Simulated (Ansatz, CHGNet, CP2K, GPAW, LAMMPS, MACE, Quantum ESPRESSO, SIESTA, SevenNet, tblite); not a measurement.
# Glassy 69SiO2-19Al2O3-6SrO-6Li2O (mol %) (106 atoms): atom by atom

Calculated values (CP2K 2026.2, Kohn-Sham DFT, PBE, GTH-PBE pseudopotentials, Gaussian and plane waves, DZVP-MOLOPT-SR-GTH, orbital transformation; 800/50 Ry; Γ point; density 3.07 g/cm³) for the geometry as built.

Cell vectors (Å):

```
10.593 0.000 0.000
0.000 10.593 0.000
0.000 0.000 10.593
```

Positions (Å):

```
1 Si 7.916 7.222 1.706
2 Si 1.411 4.029 4.511
3 Si 3.834 9.720 7.611
4 Si 7.972 10.370 5.600
5 Si 5.662 6.018 6.555
6 Si 6.573 1.797 2.692
7 Si 2.887 4.864 9.070
8 Si 8.952 5.038 10.577
9 Si 4.640 7.535 9.877
10 Si 9.233 3.260 2.450
11 Si 5.000 9.800 4.807
12 Si 9.476 4.836 5.949
13 Si 7.134 5.335 3.747
14 Si 1.480 1.020 7.260
15 Si 7.315 8.055 8.220
16 Si 3.890 2.099 5.276
17 Si 9.530 0.570 10.214
18 Si 5.144 3.997 1.454
19 Si 7.030 10.110 0.953
20 Si 3.503 0.890 0.524
21 Si 1.137 9.133 2.956
22 Si 4.071 9.006 2.155
23 Al 6.830 2.585 5.936
24 Al 4.464 2.245 8.355
25 Al 2.361 6.454 6.571
26 Al 1.945 4.913 1.402
27 Al 0.149 6.598 8.501
28 Al 6.807 0.745 8.629
29 Al 6.587 4.052 9.126
30 Al 0.371 7.529 0.527
31 Al 10.253 7.820 5.448
32 Al 10.346 1.043 4.433
33 Al 1.353 2.404 10.335
34 Al 1.483 9.518 9.462
35 Sr 9.632 2.868 7.884
36 Sr 3.793 6.411 3.717
37 Li 9.894 9.267 7.772
38 Li 10.549 6.215 2.849
39 Li 0.660 1.267 2.018
40 Li 7.406 7.749 4.927
41 O 3.945 8.531 8.751
42 O 10.229 2.359 3.267
43 O 3.982 10.487 1.754
44 O 0.949 0.024 3.616
45 O 8.444 1.166 9.205
46 O 5.083 2.784 6.045
47 O 10.490 10.173 9.293
48 O 6.585 9.734 5.161
49 O 4.085 1.784 10.022
50 O 6.212 7.479 9.372
51 O 5.666 4.105 10.568
52 O 7.781 5.976 0.754
53 O 4.393 0.760 4.674
54 O 3.714 4.734 1.690
55 O 1.056 7.897 9.513
56 O 7.571 1.077 6.463
57 O 0.904 7.544 6.661
58 O 2.174 10.228 7.730
59 O 7.061 8.514 1.314
60 O 8.958 9.118 5.936
61 O 1.884 5.693 8.141
62 O 4.940 8.802 3.532
63 O 0.715 9.193 1.378
64 O 8.246 4.184 9.501
65 O 1.976 4.198 10.349
66 O 4.393 8.031 0.843
67 O 6.308 5.549 5.075
68 O 6.105 4.840 2.559
69 O 8.584 10.382 0.657
70 O 7.059 9.669 8.131
71 O 1.213 4.498 2.991
72 O 3.572 3.720 8.426
73 O 0.115 3.782 5.453
74 O 6.686 2.276 4.215
75 O 2.673 8.635 2.945
76 O 6.069 5.030 7.702
77 O 10.163 5.943 10.072
78 O 8.443 4.433 3.443
79 O 9.630 4.176 1.192
80 O 9.321 6.287 5.310
81 O 4.194 9.295 6.071
82 O 9.476 7.385 1.654
83 O 6.300 2.439 8.432
84 O 10.428 1.730 0.217
85 O 2.319 1.870 1.160
86 O 4.652 0.490 7.853
87 O 2.774 3.063 4.455
88 O 0.282 0.946 6.260
89 O 8.826 0.361 4.287
90 O 8.794 7.692 8.450
91 O 2.587 10.418 10.308
92 O 1.525 6.624 1.365
93 O 2.726 1.683 6.527
94 O 6.131 0.008 10.381
95 O 7.943 2.391 1.993
96 O 0.345 8.195 3.965
97 O 1.990 5.409 5.216
98 O 6.541 7.384 6.862
99 O 1.239 1.971 8.619
100 O 10.027 5.265 7.416
101 O 8.170 3.856 6.154
102 O 6.576 0.285 2.303
103 O 5.281 2.511 1.974
104 O 7.402 6.789 3.189
105 O 4.080 6.407 6.354
106 O 3.872 6.156 9.558
```

Predict the forces and charges.

Columns: atom, q, fx, fy, fz (forces in eV/Å, q the Hirshfeld charge in e).

```
1 0.52 0.658 1.253 -1.014
2 0.54 2.626 1.109 0.432
3 0.58 0.941 0.957 1.264
4 0.52 2.612 1.156 -2.144
5 0.53 1.069 0.876 1.702
6 0.51 1.439 2.552 0.767
7 0.55 -0.285 4.250 3.445
8 0.55 -1.459 2.767 3.110
9 0.57 1.658 -0.017 -1.041
10 0.55 -4.561 0.700 0.779
11 0.59 1.018 2.764 0.311
12 0.48 -0.149 0.872 0.864
13 0.52 -0.157 -3.502 -3.808
14 0.51 1.519 2.498 0.813
15 0.49 -3.606 1.345 0.441
16 0.57 -4.586 1.339 1.737
17 0.52 -1.647 -1.990 -0.847
18 0.51 0.492 2.156 0.673
19 0.49 0.916 -0.382 -0.187
20 0.51 -2.007 -1.586 1.248
21 0.51 -1.833 2.031 -1.846
22 0.55 -1.323 -0.632 -1.928
23 0.51 0.703 0.582 -1.338
24 0.49 -0.180 -1.251 0.241
25 0.54 -1.859 -1.043 0.764
26 0.49 1.316 0.976 0.514
27 0.49 -0.790 -0.325 -1.824
28 0.47 -0.081 -2.675 1.706
29 0.52 -1.658 0.881 -0.478
30 0.45 -1.601 1.038 1.874
31 0.52 -1.243 0.192 0.835
32 0.52 1.065 -1.380 0.757
33 0.52 2.304 -0.444 -0.125
34 0.47 0.675 1.503 0.550
35 0.48 -0.234 -1.118 0.701
36 0.58 -0.053 -1.295 -0.681
37 0.20 -1.043 -0.040 0.086
38 0.20 0.010 0.435 0.009
39 0.20 0.681 -0.647 -0.064
40 0.22 0.142 0.328 0.565
41 -0.25 -1.162 1.565 -1.726
42 -0.30 1.711 0.042 -0.017
43 -0.26 0.644 2.826 -0.260
44 -0.35 0.459 0.915 -0.301
45 -0.34 0.271 1.291 -1.331
46 -0.30 -0.313 1.210 1.768
47 -0.33 -0.722 0.676 -0.229
48 -0.25 -1.740 -1.288 -1.000
49 -0.33 1.528 2.001 -1.638
50 -0.28 -0.580 -0.218 0.963
51 -0.33 0.140 0.491 -0.685
52 -0.27 -0.476 -2.629 -2.399
53 -0.25 0.940 -3.286 -2.266
54 -0.33 -0.710 0.386 0.720
55 -0.32 -0.883 -1.882 -0.895
56 -0.28 0.175 0.795 2.224
57 -0.34 0.235 0.271 1.132
58 -0.21 0.201 -3.546 0.804
59 -0.27 -0.868 0.013 0.393
60 -0.32 1.082 -1.906 0.916
61 -0.27 -1.153 0.632 -0.856
62 -0.24 0.917 -0.959 -0.088
63 -0.32 -0.072 -0.385 -0.139
64 -0.30 0.351 -1.248 -1.605
65 -0.25 -1.290 -0.636 -0.417
66 -0.24 -0.229 -0.076 1.222
67 -0.23 -1.566 0.379 1.260
68 -0.28 -1.335 0.085 0.585
69 -0.26 2.113 -0.132 0.792
70 -0.34 0.591 -1.269 -1.197
71 -0.31 -0.810 0.359 -1.148
72 -0.32 2.216 -2.816 -2.831
73 -0.24 -0.784 -0.821 -0.264
74 -0.35 -0.169 -0.116 -0.279
75 -0.26 1.520 -1.336 0.465
76 -0.32 0.014 -1.311 0.957
77 -0.27 1.275 0.702 -0.418
78 -0.26 1.861 -0.161 0.947
79 -0.24 1.914 -0.172 -0.165
80 -0.30 -0.456 1.279 -1.978
81 -0.26 -1.701 -1.918 1.248
82 -0.34 2.330 0.460 0.404
83 -0.30 -0.769 0.361 -0.880
84 -0.30 0.309 1.230 1.416
85 -0.35 -0.972 0.702 0.366
86 -0.30 1.091 0.370 0.072
87 -0.26 0.486 -0.692 0.019
88 -0.30 -2.129 0.159 -1.050
89 -0.34 -1.895 -0.458 1.197
90 -0.35 3.487 -0.915 0.013
91 -0.35 0.201 -0.528 -0.191
92 -0.40 0.920 -2.564 1.207
93 -0.28 2.460 1.325 -1.297
94 -0.35 -0.810 0.877 -2.077
95 -0.28 0.362 0.017 -0.993
96 -0.31 -0.038 -1.718 -0.283
97 -0.34 0.411 0.758 -0.515
98 -0.29 0.327 0.283 -1.317
99 -0.31 -0.212 -0.236 -1.303
100 -0.34 0.031 -0.512 0.990
101 -0.31 0.003 -0.548 0.027
102 -0.27 -0.395 -1.968 1.199
103 -0.26 -0.680 -2.146 0.652
104 -0.27 0.273 3.001 1.359
105 -0.31 1.074 0.152 -0.718
106 -0.27 -0.585 -1.511 0.640
```

The quench rate of 50 K/ps is many orders above laboratory rates, so the cell is likely richer in defects and strain than a real sample. The network of bonds at the start is that of the classical potential that made the cell, and needn't be the one that DFT or experiment would give. Only the Γ point is sampled, in a cell whose shortest periodic width is 11 Å.

The r.m.s. force component is 1.36 eV/Å; the longest force, 5.48 eV/Å, acts on Si7.

[Long decimals in the printed logs are rounded to 6 places.]

[Logs are printed without paths, hosts, clocks, repeated set-up lines and the standing remarks that a program may print on its own settings, such as how far it seeks lower states.]

[Hosts, paths, dates, database ids (printed as entryN), source tags and the programs' standing remarks are cut or masked in the printed files.]
